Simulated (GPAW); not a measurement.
# Ti K edge of TiPd (Pm-3m): cell size and cost

How large a supercell does the Ti K edge of TiPd (Pm-3m) need, and what does it cost? The absorber has 8 Pd at 2.75 Å and 6 Ti at 3.18 Å (cube and octahedron, as in bcc, site symmetry m-3m).

The runs were made apart and are set side by side; the one with the holes farthest apart serves as the reference. All curves get a further Gaussian of 1.5 eV full width, so that line shapes and meshes matter less.

## 1. Cost and result by level

| run | hole distance (Å) | k mesh | core time | raw zero (eV) | zero less the added terms (eV) | r.m.s. from the reference after the best shift (%) |
| --- | --- | --- | --- | --- | --- | --- |
| GPAW LDA, 8 atoms | 5.5 | 7×7×7 | 17 min | 4970.2 | 4947.5 | 2 |
| GPAW LDA, 18 atoms | 7.1 | 4×4×4 | 2.1 h | 4970.2 | 4947.5 | - |

Times are from shared hosts. The zero: total-energy differences, less 22.7 eV, the free-atom term for the hole's spin; LDA puts this hole about 13 eV below PBE, itself good to a few eV.

```
E (eV)  GPAW LDA, 8 atoms  GPAW LDA, 18 atoms
 -2.00               0.00                0.00
 -1.25               0.05                0.04
 -0.50               0.23                0.22
  0.25               0.47                0.48
  1.00               0.45                0.51
  1.75               0.32                0.37
  2.50               0.38                0.39
  3.25               0.58                0.55
  4.00               0.73                0.68
  4.75               0.71                0.70
  5.50               0.61                0.62
  6.25               0.54                0.55
  7.00               0.61                0.62
  7.75               0.85                0.83
  8.50               1.06                1.05
  9.25               1.15                1.17
 10.00               1.20                1.23
 10.75               1.25                1.26
 11.50               1.31                1.29
 12.25               1.34                1.33
 13.00               1.34                1.35
 13.75               1.35                1.35
 14.50               1.40                1.37
 15.25               1.49                1.47
 16.00               1.58                1.56
 16.75               1.56                1.55
 17.50               1.40                1.41
 18.25               1.17                1.18
 19.00               0.97                0.96
 19.75               0.84                0.83
 20.50               0.80                0.78
 21.25               0.82                0.81
 22.00               0.87                0.86
 22.75               0.93                0.92
 23.50               0.97                0.95
 24.25               0.97                0.95
 25.00               0.93                0.92
 25.75               0.86                0.86
 26.50               0.79                0.79
 27.25               0.75                0.76
 28.00               0.75                0.76
 28.75               0.78                0.79
 29.50               0.84                0.84
 30.25               0.88                0.87
 31.00               0.91                0.90
 31.75               0.92                0.91
```

## 2. Reading

The smallest cell differs from the reference by 2 % r.m.s. after a shift of 0.0 eV at 0.14 of its cost, so it already gives the shape. Its highest intensity below 24 eV lies at 16.3 eV against 16.3 eV. Whether the reference itself is converged wasn't tested.

Quadrupole 1s→3d transitions, which feed the pre-edge, are not in the dipole spectrum. Lifetime broadening is put in by hand, and intensities beyond about 20 eV depend on it. Meshes are coarse enough for small ripples in TiPd (Pm-3m). Some cells keep the holes under 6.5 Å apart, so shapes are probably not fully converged. The structures are entries of the Crystallography Open Database, used as given.

[Logs are printed without paths, hosts, clocks, repeated set-up lines and the standing remarks that a program may print on its own settings, such as how far it seeks lower states.]

[Hosts, paths, dates, database ids (printed as entryN), source tags and the programs' standing remarks are cut or masked in the printed files.]
